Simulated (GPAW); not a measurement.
# InF (model structure): optical spectrum from first principles, part 2 of 2

Aim: the dielectric function of InF (model structure), and the optical constants that follow from it. The cell was made here by substitution or stacking, whether or not such a phase is known. It was built so: All Cl replaced by F in the Cmcm structure of InCl. The cell given below was relaxed beforehand with Ansatz.

GPAW 26.7.0; DFT, PBE, plane-wave PAW (GPAW data sets), scalar-relativistic, RPA, optical limit.

So far. Step 2 (Ground state): There is a gap, 1.55 eV on this mesh (points off the mesh can give less), so no carriers' term is needed.

## Step 4: Dielectric function, RPA (continued)

The Im ε has structure finer than the step of the table below, so its rows give means over 0.5 eV, whole bins alone (the curve runs from 0 to 11.9 eV). Peaks (eV: height): E ∥ x 2.94: 4.84, 4.07: 6.62, 4.61: 6.16, 5.87: 3.32; E ∥ y 3.85: 6.26; E ∥ z 3.38: 7.32, 5.12: 5.01.

Sum at mesh points, not converged in k; values under the direct gap are tails of Lorentzian lines. Im ε against photon energy; means over each step:

| photon energy (eV) | E ∥ x | E ∥ y | E ∥ z |
| --- | --- | --- | --- |
| 0.5 | 0.0355 | 0.0332 | 0.0373 |
| 1.0 | 0.0833 | 0.0864 | 0.0861 |
| 1.5 | 0.176 | 0.310 | 0.171 |
| 2.0 | 0.441 | 0.512 | 0.389 |
| 2.5 | 2.45 | 1.13 | 1.80 |
| 3.0 | 4.59 | 2.58 | 6.23 |
| 3.5 | 4.35 | 5.05 | 6.56 |
| 4.0 | 6.08 | 5.79 | 5.74 |
| 4.5 | 5.44 | 4.92 | 3.31 |
| 5.0 | 2.56 | 5.19 | 4.48 |
| 5.5 | 2.42 | 3.88 | 2.57 |
| 6.0 | 3.19 | 2.72 | 2.10 |
| 6.5 | 2.50 | 2.79 | 2.28 |
| 7.0 | 1.67 | 2.50 | 2.07 |
| 7.5 | 1.54 | 1.70 | 1.95 |
| 8.0 | 1.99 | 1.47 | 1.87 |
| 8.5 | 1.87 | 1.33 | 1.74 |
| 9.0 | 1.79 | 1.16 | 1.48 |
| 9.5 | 1.48 | 0.942 | 1.09 |
| 10.0 | 1.09 | 0.817 | 1.06 |
| 10.5 | 1.10 | 0.764 | 1.12 |
| 11.0 | 0.957 | 0.754 | 0.978 |
| 11.5 | 0.750 | 0.902 | 0.834 |

The reflectivity at normal incidence has structure finer than the step of the table below, so its rows give means over 0.5 eV, whole bins alone (the curve runs from 0 to 11.9 eV). Peaks (eV: height): E ∥ x 2.74: 25.1, 4.11: 30.2, 4.75: 37.4, 6.44: 22.5, 9.82: 18.6, 10.88: 14.6; E ∥ y 3.89: 27.6, 5.32: 30.4, 6.39: 24.6, 7.21: 27.0; E ∥ z 3.43: 30.8, 4.11: 32.9, 5.32: 35.3, 6.82: 17.7, 8.96: 18.4, 10.59: 12.6.

Sum at mesh points, not converged in k. Table of reflectivity at normal incidence by photon energy; means over each step:

| photon energy (eV) | E ∥ x (%) | E ∥ y (%) | E ∥ z (%) |
| --- | --- | --- | --- |
| 0.5 | 13.4 | 12.9 | 14.0 |
| 1.0 | 14.0 | 13.5 | 14.6 |
| 1.5 | 15.3 | 14.7 | 15.9 |
| 2.0 | 17.9 | 15.9 | 18.4 |
| 2.5 | 23.2 | 18.3 | 23.9 |
| 3.0 | 23.5 | 21.8 | 29.4 |
| 3.5 | 22.0 | 25.5 | 29.0 |
| 4.0 | 28.1 | 26.6 | 30.0 |
| 4.5 | 29.8 | 24.2 | 20.4 |
| 5.0 | 25.2 | 27.6 | 25.5 |
| 5.5 | 13.3 | 28.7 | 26.2 |
| 6.0 | 20.2 | 21.0 | 15.2 |
| 6.5 | 21.6 | 22.3 | 14.8 |
| 7.0 | 15.4 | 24.5 | 16.0 |
| 7.5 | 9.71 | 22.1 | 14.5 |
| 8.0 | 12.9 | 17.8 | 15.3 |
| 8.5 | 14.6 | 16.0 | 15.3 |
| 9.0 | 16.2 | 15.0 | 17.9 |
| 9.5 | 17.0 | 12.6 | 12.8 |
| 10.0 | 15.1 | 9.52 | 10.7 |
| 10.5 | 12.2 | 7.02 | 11.4 |
| 11.0 | 14.2 | 5.43 | 11.6 |
| 11.5 | 12.8 | 6.28 | 11.9 |

The Im ε, E ∥ x has structure finer than the step of the table below, so its rows give means over 0.5 eV, whole bins alone (the curve runs from 0 to 11.9 eV). Peaks (eV: height): without local fields 3.76: 9.94, 5.77: 3.46; with local fields 2.94: 4.84, 4.07: 6.62, 4.61: 6.16, 5.87: 3.32.

Sum at mesh points, not converged in k; values under the direct gap are tails of Lorentzian lines. The Im ε, E ∥ x by photon energy; means over each step:

| photon energy (eV) | without local fields | with local fields |
| --- | --- | --- |
| 0.5 | 0.0530 | 0.0355 |
| 1.0 | 0.125 | 0.0833 |
| 1.5 | 0.268 | 0.176 |
| 2.0 | 0.701 | 0.441 |
| 2.5 | 4.06 | 2.45 |
| 3.0 | 7.40 | 4.59 |
| 3.5 | 8.03 | 4.35 |
| 4.0 | 8.01 | 6.08 |
| 4.5 | 5.05 | 5.44 |
| 5.0 | 2.01 | 2.56 |
| 5.5 | 2.66 | 2.42 |
| 6.0 | 3.01 | 3.19 |
| 6.5 | 2.16 | 2.50 |
| 7.0 | 1.71 | 1.67 |
| 7.5 | 1.83 | 1.54 |
| 8.0 | 2.10 | 1.99 |
| 8.5 | 1.78 | 1.87 |
| 9.0 | 1.52 | 1.79 |
| 9.5 | 1.20 | 1.48 |
| 10.0 | 0.936 | 1.09 |
| 10.5 | 1.00 | 1.10 |
| 11.0 | 0.907 | 0.957 |
| 11.5 | 0.701 | 0.750 |

The loss function −Im 1/ε at q → 0 has structure finer than the step of the table below, so its rows give means over 0.5 eV, whole bins alone (the curve runs from 0 to 11.9 eV). Peaks (eV: height): E ∥ x 5.12: 0.518, 7.04: 0.610; E ∥ y 9.96: 1.09; E ∥ z 9.42: 0.931.

Sum at mesh points, not converged in k; values under the direct gap are tails of Lorentzian lines. Table of loss function −Im 1/ε at q → 0 by energy loss; means over each step:

| energy loss (eV) | E ∥ x | E ∥ y | E ∥ z |
| --- | --- | --- | --- |
| 0.5 | 0.00165 | 0.00164 | 0.00160 |
| 1.0 | 0.00355 | 0.00391 | 0.00341 |
| 1.5 | 0.00638 | 0.0122 | 0.00576 |
| 2.0 | 0.0116 | 0.0173 | 0.00969 |
| 2.5 | 0.0382 | 0.0292 | 0.0235 |
| 3.0 | 0.0949 | 0.0488 | 0.0696 |
| 3.5 | 0.111 | 0.0832 | 0.126 |
| 4.0 | 0.132 | 0.133 | 0.167 |
| 4.5 | 0.173 | 0.168 | 0.271 |
| 5.0 | 0.392 | 0.181 | 0.202 |
| 5.5 | 0.313 | 0.261 | 0.395 |
| 6.0 | 0.293 | 0.361 | 0.443 |
| 6.5 | 0.405 | 0.360 | 0.390 |
| 7.0 | 0.580 | 0.395 | 0.466 |
| 7.5 | 0.509 | 0.580 | 0.477 |
| 8.0 | 0.428 | 0.680 | 0.516 |
| 8.5 | 0.505 | 0.748 | 0.559 |
| 9.0 | 0.549 | 0.855 | 0.685 |
| 9.5 | 0.675 | 1.01 | 0.870 |
| 10.0 | 0.903 | 1.05 | 0.850 |
| 10.5 | 0.856 | 0.959 | 0.824 |
| 11.0 | 1.03 | 0.831 | 0.956 |
| 11.5 | 1.27 | 0.758 | 1.13 |

Optical constants at common wavelengths, from n + ik = √ε:

| wavelength (nm) | n x | k x | R (%) x | 1/α x | n y | k y | R (%) y | 1/α y |
| --- | --- | --- | --- | --- | --- | --- | --- | --- |
| 1550 | 2.17 | 0.014 | 13.7 | 8.8 µm | 2.14 | 0.014 | 13.2 | 9.1 µm |
| 1064 | 2.22 | 0.023 | 14.3 | 3.6 µm | 2.18 | 0.026 | 13.8 | 3.3 µm |
| 800 | 2.29 | 0.040 | 15.4 | 1.6 µm | 2.25 | 0.080 | 14.8 | 796 nm |
| 633 | 2.43 | 0.075 | 17.4 | 669 nm | 2.30 | 0.087 | 15.6 | 576 nm |
| 405 | 2.37 | 0.952 | 22.7 | 34 nm | 2.65 | 0.516 | 22.0 | 62 nm |
| 248 | 0.96 | 1.157 | 25.8 | 17 nm | 1.83 | 1.449 | 27.6 | 14 nm |
| 193 | 1.17 | 1.151 | 22.4 | 13 nm | 1.19 | 1.228 | 24.6 | 13 nm |

Below the direct gap, k and the depth come from the tails of the Lorentzian lines, not from transitions.

Rows near the edge hang on the gap, which this functional as a rule makes too small, and phonon-assisted absorption is left out.

## Step 5: Results

```
electronic dielectric constant ε∞, mean over x, y and z (by symmetry where fewer were run) (RPA) : 4.59
```

What this shows: At this level (PBE, RPA) InF has a mean ε∞ = 4.59 and n = 2.17 at 1550 nm (E ∥ x). On the mesh the gap is 1.52 eV and the least direct gap 1.53 eV. Local fields change the static value along x from 5.55 to 4.57 (-18 %). The static values by axis are 4.57 (x), 4.44 (y), 4.75 (z). Excitons and phonon-assisted transitions are missing; PBE gaps are as a rule too small, which pulls the onset down and ε∞ up. Spin-orbit coupling is left out although heavy atoms are present. The curves end at 12 eV, about where the summed bands run out. In this version of GPAW the matrix elements of the optical limit are incomplete, which can lower ε − 1 by up to a tenth where first-row anions or d states rule, and shift it by more in d metals. The sum runs over mesh points 0.22 Å⁻¹ apart with no interpolation, so peaks are partly noise of the mesh and static values carry its error.

[Machine, clock and banner lines and Python warnings are left out of the logs.]

[Logs are printed without paths, hosts, clocks, repeated set-up lines and the standing remarks that a program may print on its own settings, such as how far it seeks lower states.]

[Hosts, paths, dates, database ids (printed as entryN), source tags and the programs' standing remarks are cut or masked in the printed files.]
